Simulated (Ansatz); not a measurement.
# 1T-PbBrI bilayer (like faces together) in a perpendicular field, part 3 of 3

Wanted: the out-of-plane response of the 1T-PbBrI bilayer (like faces together). A positive field points along +c.

Ansatz 0.2.0; plane-wave DFT, PBE-D4, Ansatz PAW.

So far. Step 7 (Single point, field -0.3 V/Å): The dipole is -0.304 e·Å, -0.300 e·Å from its value without field, and the gap 2.345 eV. Step 8 (Response, atoms held): The induced dipole is that of a conductor 10.37 Å thick.

**9. The same run with other settings**

This step: plane-wave DFT, PBE-D4, Ansatz PAW (Ansatz 0.2.0).

An input spoilt on purpose, to show how the run answers: it repeats the earlier run at 0.1 V/Å with efield.amplitude from 0.1 to 1.5, and scf.max_iter set to 60.

The input, input.yaml:

```yaml
crystal:
  lattice:
    - [4.4848992934, 0.0, 0.0]
    - [-2.2424496467, 3.8840367215, 0.0]
    - [0.0, 0.0, 27.9878582499]
  atoms:
    - { symbol: I, position: [0.6666666667, 0.3333333333, 0.3215680142] }
    - { symbol: Pb, position: [0.0, 0.0, 0.3911697223] }
    - { symbol: Br, position: [0.3333333333, 0.6666666667, 0.4489585917] }
    - { symbol: I, position: [0.0, 0.0, 0.6784319858] }
    - { symbol: Pb, position: [0.3333333333, 0.6666666667, 0.6088587376] }
    - { symbol: Br, position: [0.6666666667, 0.3333333333, 0.5510723725] }
kpoints:
  mp_grid: { grid: [12, 12, 1] }
  band_path:
    path: [[0, 0, 0], [0.5, 0, 0], [0.33333333, 0.33333333, 0], [0, 0, 0]]
    npoints: 16
hamiltonian:
  xc: pbe
  dispersion: d4
scf:
  occupations: { method: fermi_dirac, width: 0.02585 }
  convergence: { dr2_threshold: 1.0e-10 }
  max_iter: 60
efield:
  axis: 3
  dipole_correction: true
  ramp_position: 0.97
  ramp_width: 0.06
  amplitude: 1.5
output:
  write_potential: true
  write_density: true
  volumetric_format: npy
```

Launch:

```bash
$ ansatz run input.yaml --threads 4 --pin off --max-ram 6144MiB --backend cpu --events-out ev --progress --plain --runs-dir out
```

Numbers of over 12 decimals in the logs are rounded to 6 here.

Output:

```text
[...]
Crystal: 6 atoms, lattice volume = 487.535 Å³
Basis set: ecut = 420 eV, 9567 PW (Γ)
Bands: 46, of which v1, the nominal top of the filled ones, is band 38 counted from 1 (37 counted from 0)
Symmetry: 6 space group operations
[...]
k-points: 19 of 144 (time reversal used)
[...]
SCF iter   1: F=—  HF=-44413.883757 eV  |F-HF|=—  |Δ(HF+E_count)|=         —  Δρ=1.37e-2  dr2=4.47e0  ethr=3.10e-3  p=2.355 e·Å  D=8.74e-1 V/Å  ΔV_dip=-24.47 eV  dr2_dipole=1.86e0  V_vac-E_F(+/−)=14.29/5.28 eV  ⟨swp⟩=12.2  Hψ=4828  notcnv=0
[...]
SCF iter  18: F=-44412.447653 eV  HF=-44412.447653 eV  |F-HF|=7.28e-12  |Δ(HF+E_count)|=   3.70e-9  Δρ=6.71e-8  dr2=6.97e-11  ethr=1.00e-12  p=1.516 e·Å  D=5.63e-1 V/Å  ΔV_dip=-15.75 eV  dr2_dipole=8.92e-12  V_vac-E_F(+/−)=16.27/-1.01 eV  ⟨swp⟩=19.0  Hψ=5512  notcnv=0
WARN: efield: at this solve's end the planar-averaged density reaches 3.48e-5 e/Å³ inside the ramp window [0.9343, 0.1612] (bound 1e-5 e/Å³); the window's nearer edge stands 4.49 Å from this solve's nearest atom along the axis. Its free energy, forces, stress, dipole, levels and responses can be off, and this figure does not tell by how much. A short vacuum, a low `basis.ecutwfc` or `basis.ecutrho_ratio` and negative occupations (`scf.occupations.method`) can put density there. See the manual's quickstart, § The vacuum guard
SCF 1 converged in 18 iterations: F = -44412.447653 eV  dr2 = 6.97e-11
[...]
SCF converged after 18 iterations
Free energy (F): -44412.447653 eV
[...]
Internal energy: -44412.447517 eV  (E = F + TS)
E sigma→0 (E₀):  -44412.447585 eV
Entropy (-TS):   -0.000137 eV (-0.023 meV/atom)
Fermi energy:    -0.239511 eV
Dipole field:    D = 0.562765 V/Å  (p = 1.516251 e·Å, saw-weighted, corrected)
Work function:   not extracted (applied field tilts the vacuum); planar V_es + V_field profile in the machine report
[...]
Vacuum region:   at the solve's end the planar-averaged density reaches 3.48e-5 e/Å³ inside the ramp window [0.9343, 0.1612] (bound 1e-5 e/Å³)
[...]
--- Band table (eV; the first three rows and the last of 19) ---
  k-point 0: bands = [... 34 lower, -1.6892, -0.6317, -0.5913, -0.5913, -0.1463, 0.1921, 1.2218, 1.2218, ... 4 higher]
  k-point 1: bands = [... 34 lower, -1.7141, -0.8572, -0.6230, -0.4847, -0.0377, 0.3231, 1.1660, 1.2848, ... 4 higher]
  k-point 2: bands = [... 34 lower, -1.8274, -1.1578, -0.7036, -0.4231, 0.1517, 0.5948, 1.2550, 1.4381, ... 4 higher]
  k-point 18: bands = [... 34 lower, -2.6507, -1.4867, -1.1445, -0.5366, 1.2889, 1.6139, 2.0658, 3.1312, ... 4 higher]
```

Elapsed: 24 s, on 4 threads of Intel Xeon Platinum 8559C (Emerald Rapids), shared host; peak memory 1.2 GiB; 94 s of CPU time.

```tsv
quantity	this run	earlier run	difference
dipole along the normal (e·Å)	1.516	0.09546	1.4
gap along the path (eV)	0.2559	2.548	-2.3
smallest direct gap along the path (eV)	0.4260	2.705	-2.3
```

The applied field differs between the two, so the dipoles differ in any case.

Besides the dipole, what moves beyond 0.01 in its unit (for the dipole 0.5 % and 5e-5 e·Å): gap along the path (-2.29 eV) and smallest direct gap along the path (-2.28 eV).

In so strong a field the program warns of density in the ramp of the sawtooth; these numbers are not the system's.

**10. A changed input: efield.ramp_width = 0.15**

Another changed input: it repeats the earlier run at 0.1 V/Å with efield.ramp_width from 0.06 to 0.15.

input.yaml, as its differences from that of step 9:

```diff
@@ -23,3 +23,2 @@
   convergence: { dr2_threshold: 1.0e-10 }
-  max_iter: 60
 efield:
@@ -28,4 +27,4 @@
   ramp_position: 0.97
-  ramp_width: 0.06
-  amplitude: 1.5
+  ramp_width: 0.15
+  amplitude: 0.1
 output:
```

Output:

```text
[...]
Crystal: 6 atoms, lattice volume = 487.535 Å³
Basis set: ecut = 420 eV, 9567 PW (Γ)
Bands: 46, of which v1, the nominal top of the filled ones, is band 38 counted from 1 (37 counted from 0)
Symmetry: 6 space group operations
[...]
k-points: 19 of 144 (time reversal used)
[...]
SCF iter  13: F=-44411.328262 eV  HF=-44411.328262 eV  |F-HF|=3.64e-11  |Δ(HF+E_count)|=  2.04e-10  Δρ=4.69e-8  dr2=2.88e-11  ethr=1.00e-12  p=0.095 e·Å  D=3.54e-2 V/Å  ΔV_dip=-0.99 eV  dr2_dipole=6.93e-13  V_vac-E_F(+/−)=5.89/4.56 eV  ⟨swp⟩=12.2  Hψ=2935  notcnv=0
SCF 1 converged in 13 iterations: F = -44411.328262 eV  dr2 = 2.88e-11
[...]
SCF converged after 13 iterations
Free energy (F): -44411.328262 eV
[...]
Internal energy: -44411.328262 eV  (E = F + TS)
E sigma→0 (E₀):  -44411.328262 eV
Fermi energy:    -0.185565 eV
Dipole field:    D = 0.035429 V/Å  (p = 0.095457 e·Å, saw-weighted, corrected)
Work function:   not extracted (applied field tilts the vacuum); planar V_es + V_field profile in the machine report
[...]
--- Band table (eV; the first three rows and the last of 19) ---
  k-point 0: bands = [... 34 lower, -2.0488, -1.8166, -1.8166, -1.6574, 1.0479, 1.2790, 2.2316, 2.2316, ... 4 higher]
  k-point 1: bands = [... 34 lower, -2.0727, -1.8746, -1.8418, -1.5599, 1.2396, 1.4693, 2.1738, 2.2947, ... 4 higher]
  k-point 2: bands = [... 34 lower, -2.1343, -1.9056, -1.7460, -1.5252, 1.4859, 1.7774, 2.2627, 2.4494, ... 4 higher]
  k-point 18: bands = [... 34 lower, -2.3551, -2.3482, -1.7727, -1.5531, 2.3538, 2.4736, 2.8292, 2.9088, ... 4 higher]
```

Run time: 17 s. Hardware: 4 threads; peak memory 1.2 GiB.

Numbers from this step:

```yaml
gap_on_the_k_mesh: 2.554 eV
dipole_along_the_normal: 0.09546 e·Å
gap_along_the_path: 2.548 eV
smallest_direct_gap_along_the_path: 2.705 eV
gap_the_smaller_of_path_and_mesh: 2.548 eV
```

Electronic bands along the path, in eV, zero at the Fermi level of the run, which the smearing sets inside the gap:

```tsv
point	band 35	band 36	band 37	band 38	band 39	band 40	band 41	band 42
Γ	-1.86	-1.63	-1.63	-1.47	1.23	1.46	2.42	2.42
halfway	-2.03	-1.80	-1.63	-1.38	1.73	2.11	2.80	2.80
M	-2.17	-1.93	-1.92	-1.75	1.92	2.23	2.99	3.13
halfway	-2.24	-2.09	-1.68	-1.49	2.35	2.58	2.89	3.04
K	-2.17	-2.16	-1.59	-1.37	2.54	2.66	3.01	3.09
halfway	-2.23	-1.90	-1.55	-1.32	2.09	2.47	2.51	2.73
Γ	-1.86	-1.63	-1.63	-1.47	1.23	1.46	2.42	2.42
```

```tsv
quantity	this run	earlier run	difference
dipole along the normal (e·Å)	0.09546	0.09546	-1.5e-6
gap along the path (eV)	2.548	2.548	2.0e-6
smallest direct gap along the path (eV)	2.705	2.705	1.0e-6
gap on the k-mesh (eV)	2.554	2.554	1.9e-6
```

Nothing in the table moves by 0.01 in its unit (for the dipole 0.5 % and 5e-5 e·Å).

**11. Results**

| Item | Value |
| --- | --- |
| gap without field | 2.67 eV |
| ionisation energy, upper face | 6.53 eV |
| electron affinity, upper face | 3.86 eV |
| step between the vacuum levels | 0.0456 eV |
| equivalent conductor thickness, atoms held | 10.4 Å |

In words: The induced dipole equals that of a perfect conductor 10.37 Å thick, while the outer atoms lie 9.99 Å apart; an out-of-plane ε follows only once a thickness t is chosen, by 1 − 1/ε = 10.37 Å / t. The two faces differ: the vacuum level above lies 0.05 eV higher than the one below. The gap goes from 2.67 eV to 1.92 eV at 0.5 V/Å. In a field the lowest empty level of a wide-gap layer can be a state in the vacuum, whose place depends on the cell. With the field reversed the gap is 2.35 eV at -0.3 V/Å. Semilocal functionals give gaps that are too small, and excitons are not included. Spin-orbit coupling is left out, which matters for the bands of elements this heavy.

[Logs are printed without paths, hosts, clocks, repeated set-up lines and the standing remarks that a program may print on its own settings, such as how far it seeks lower states.]

[Hosts, paths, dates, database ids (printed as entryN), source tags and the programs' standing remarks are cut or masked in the printed files.]

[Maps of the electrostatic potential energy from Ansatz leave out the sawtooth potential of an applied field or a dipole correction, so their vacuum need not be flat; planar profiles and work functions include it.]
